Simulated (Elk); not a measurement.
An input for Elk 11.2.3 (patched build) (BN (Qingsongite)):

```
tasks
  0

xctype
  20

rgkmax
  8.5

gmaxvr
  18.0

lmaxapw
  10

lmaxo
  8

nxlo
  2

lorbcnd
  .true.

autolinengy
  .true.

tshift
  .false.

ngridk
  8 8 8

swidth
  0.0005

maxscl
  80

vkloff
  0.05 0.15 0.25

nempty
  10

sppath
  './'

avec
  -0.0000000000 3.4156799703 3.4156799703
  3.4156799703 0.0000000000 3.4156799703
  3.4156799703 3.4156799703 -0.0000000000

atoms
  2
  'B.in'
  1
  0.0000000000 0.0000000000 0.0000000000
  'N.in'
  1
  0.2500000000 0.2500000000 0.2500000000
```

```sh
OMP_NUM_THREADS=4 elk > log
```

Question: Estimate wall time and host memory on 4 threads of Arm Neoverse V1, shared host.

It took 4.1 min; on shared hardware allow 2.1 min to 8.2 min. Peak host memory was 0.21 GiB.

[Paths, hosts, dates, memory and timing lines, banners, echoed tables and standing remarks are left out of the program output.]

[Logs are printed without paths, hosts, clocks, repeated set-up lines and the standing remarks that a program may print on its own settings, such as how far it seeks lower states.]

[Runs of the session that timed out or met a known fault of the program may be left out.]

[Hosts, paths, dates, database ids (printed as entryN), source tags and the programs' standing remarks are cut or masked in the printed files.]
